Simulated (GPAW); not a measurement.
## SrLi2SnS4 (I-42m): G0W0 on several meshes in GPAW

How does the mesh move the gap of SrLi2SnS4 (I-42m)?

Calculated with GPAW 26.7.0; PBE and many-body steps on it, plane waves.

Most raw output is cut from this account.

### 1. Starting point

The structure is tetragonal, space group I-42m (No. 121). Conventional cell: a = 6.659 Å, b = 6.659 Å, c = 7.918 Å, α = 90.00°, β = 90.00°, γ = 90.00°. Li has 4 S at 2.47 Å nearest. Sr has 8 S at 3.08 to 3.25 Å nearest. Sn has 4 S at 2.37 Å nearest. Nearest to S lie 1 Sn at 2.37 Å and 2 Li at 2.47 Å and 2 Sr at 3.08 to 3.25 Å. Farther neighbours and most contacts between anions are not listed.

Coordinates:

```
Li Sr Sn S
1.0
    -3.32950    3.32950    3.95900
     3.32950   -3.32950    3.95900
     3.32950    3.32950   -3.95900
Li Sr Sn S
2 1 1 4
Direct
  0.25000 0.75000 0.50000
  0.75000 0.25000 0.50000
  0.50000 0.50000 0.00000
  0.00000 0.00000 0.00000
  0.03526 0.03526 0.41320
  0.96474 0.37794 0.00000
  0.62206 0.62206 0.58680
  0.37794 0.96474 0.00000
```

The cell and positions come from the Crystallography Open Database and are kept as given unless a step says otherwise.

### 2. Empty states on the mesh, 2×2×2 mesh, 408 bands

This step: GPAW 26.7.0; DFT, PBE, plane waves, PAW.

The sums over transitions need many empty states on a uniform mesh; this step solves for them.

Contents of run.py:

```python
import json
import numpy as np
from gpaw.mpi import world
from gpaw import GPAW

calc = GPAW('gs.gpw').fixed_density(kpts={'size': (2, 2, 2), 'gamma': True},
    nbands=476,
    convergence={'bands': 408},
    txt='nscf.txt')
calc.write('full.gpw', mode='all')
res = {}
kpts = calc.get_ibz_k_points()
res['kpts'] = kpts
res['eigenvalues'] = [calc.get_eigenvalues(kpt=k) for k in range(len(kpts))]
res['n_electrons'] = calc.get_number_of_electrons()

if world.rank == 0:
    with open('result.json', 'w') as f:
        json.dump(res, f, default=lambda x: x.tolist())
```

Started as:

```
$ mpirun -n 4 gpaw python run.py
```

The job ended after 2.9 min (4 MPI ranks of Arm Neoverse V2, shared host; peak memory 1.7 GiB).

Numbers from this step:

```
gap                                                           : 2.682 eV
k of the valence top                                          : 0.5, 0.5, 0.5
k of the conduction bottom                                    : 0.5, 0.5, 0.5
least direct gap                                              : 2.682 eV
k points computed                                             : 4
lowest point of the top converged band, above the valence top : 88.0679 eV
```

On this mesh the gap is 2.682 eV.

### 3. 2×2×2

Now the one-shot GW correction: screening in the RPA, then the self-energy of the levels asked for.

This step: G0W0 on PBE, plane waves, PAW.

Contents of run.py:

```python
import json
import numpy as np
from gpaw.mpi import world
from gpaw.response.g0w0 import G0W0

gw = G0W0('full.gpw',
    filename='gw',
    kpts=[0, 3],
    bands=(23, 27),
    ecut=30,
    nbands=65,
    integrate_gamma='WS',
    ppa=True)
gw.calculate()
res = {mode: {k: v for k, v in r.items() if k != 'sigma_eskwn'}
       for mode, r in gw.all_results.items()}

if world.rank == 0:
    with open('result.json', 'w') as f:
        json.dump(res, f, default=lambda x: x.tolist())
```

Started as:

```
$ mpirun -n 4 gpaw python run.py
```

Wall time 11 s (4 MPI ranks); peak memory 1.8 GiB; 44 s of CPU time.

Numbers from this step:

- G0W0 gap on the points computed: 4.198 eV
- least direct G0W0 gap on the computed points: 4.342 eV
- Z at the valence top: 0.7968
- Z at the conduction bottom: 0.8239
- starting gap on the mesh: 2.682 eV
- k of the valence top: 0.5, 0.5, 0.5
- k of the conduction bottom: 0, 0, 0

The gap on the mesh goes from 2.68 eV to 4.20 eV, a correction of +1.52 eV.

### 4. Empty states on the mesh, 4×4×4 mesh, 75 bands

This step: DFT, PBE, plane waves, PAW.

Contents of run.py:

```python
import json
import numpy as np
from gpaw.mpi import world
from gpaw import GPAW

calc = GPAW('gs.gpw').fixed_density(kpts={'size': (4, 4, 4), 'gamma': True},
    nbands=87,
    convergence={'bands': 75},
    txt='nscf.txt')
calc.write('full.gpw', mode='all')
res = {}
kpts = calc.get_ibz_k_points()
res['kpts'] = kpts
res['eigenvalues'] = [calc.get_eigenvalues(kpt=k) for k in range(len(kpts))]
res['n_electrons'] = calc.get_number_of_electrons()

if world.rank == 0:
    with open('result.json', 'w') as f:
        json.dump(res, f, default=lambda x: x.tolist())
```

Started as:

```
$ mpirun -n 4 gpaw python run.py
```

It took 54 s on 4 MPI ranks; peak memory 1.2 GiB.

This step gave:

```
gap                                                           : 2.682 eV
k of the valence top                                          : 0.5, 0.5, 0.5
k of the conduction bottom                                    : 0.5, 0.5, 0.5
least direct gap                                              : 2.682 eV
k points computed                                             : 13
lowest point of the top converged band, above the valence top : 19.32 eV
```

On this mesh the gap is 2.682 eV.

### 5. 4×4×4

This step: G0W0 on PBE, plane waves, PAW.

Contents of run.py:

```python
import json
import numpy as np
from gpaw.mpi import world
from gpaw.response.g0w0 import G0W0

gw = G0W0('full.gpw',
    filename='gw',
    kpts=[0, 12],
    bands=(23, 27),
    ecut=30,
    nbands=65,
    integrate_gamma='WS',
    ppa=True)
gw.calculate()
res = {mode: {k: v for k, v in r.items() if k != 'sigma_eskwn'}
       for mode, r in gw.all_results.items()}

if world.rank == 0:
    with open('result.json', 'w') as f:
        json.dump(res, f, default=lambda x: x.tolist())
```

Started as:

```
$ mpirun -n 4 gpaw python run.py
```

Wall time 93 s (4 MPI ranks); peak memory 2.7 GiB; 6.2 min of CPU time.

This step gave:

```yaml
g0w0_gap_on_the_points_computed: 4.216 eV
least_direct_g0w0_gap_on_the_computed_points: 4.387 eV
z_at_the_valence_top: 0.7981
z_at_the_conduction_bottom: 0.8262
starting_gap_on_the_mesh: 2.682 eV
k_of_the_valence_top: 0.5, 0.5, 0.5
k_of_the_conduction_bottom: 0, 0, 0
```

Against G0W0 in GPAW (2×2×2 mesh, 65 bands, screening to 30 eV, Godby-Needs plasmon pole), the gap moves by +0.018 eV.

### 6. The runs together

Times are wall times on 4 MPI ranks of Arm Neoverse V2, shared host, good to a factor of about two.

```csv
run,mesh,bands,screening cutoff (eV),DFT gap (eV),gap on the mesh (eV),direct (eV),time
2×2×2,2×2×2,65,30,2.682,4.198,4.342,11 s
4×4×4,4×4×4,65,30,2.682,4.216,4.387,93 s
```

### 7. Summary of results

```
2×2×2        : 4.198 eV
4×4×4        : 4.216 eV
known limits : not at the basis limit; no spin-orbit coupling; coarse k mesh
```

What this shows: 4×4×4: +0.018 eV against 2×2×2. Bands and cutoff are finite, so the gap is not at the basis limit. The miss can reach some tenths of an eV and take either sign; the mesh is an error of its own. These stock PAW sets were not made for GW. In the G0W0 runs levels were corrected at 2 k points alone, so a gap called «on the mesh» is the least over those, and an edge elsewhere would be missed. The 2×2×2 mesh is coarse for this cell, which bears on the long-range parts of exchange and screening. Mesh or cutoff lie under what a gap needs, so these runs test behaviour and cost; their gaps are not to be quoted. The many-body steps are scalar-relativistic: spin-orbit coupling is not in them.

[Paths, hosts, dates, memory and timing lines, banners, echoed tables and standing remarks are left out of the program output.]

[Logs are printed without paths, hosts, clocks, repeated set-up lines and the standing remarks that a program may print on its own settings, such as how far it seeks lower states.]

[Runs of the session that timed out or met a known fault of the program may be left out.]

[Hosts, paths, dates, database ids (printed as entryN), source tags and the programs' standing remarks are cut or masked in the printed files.]
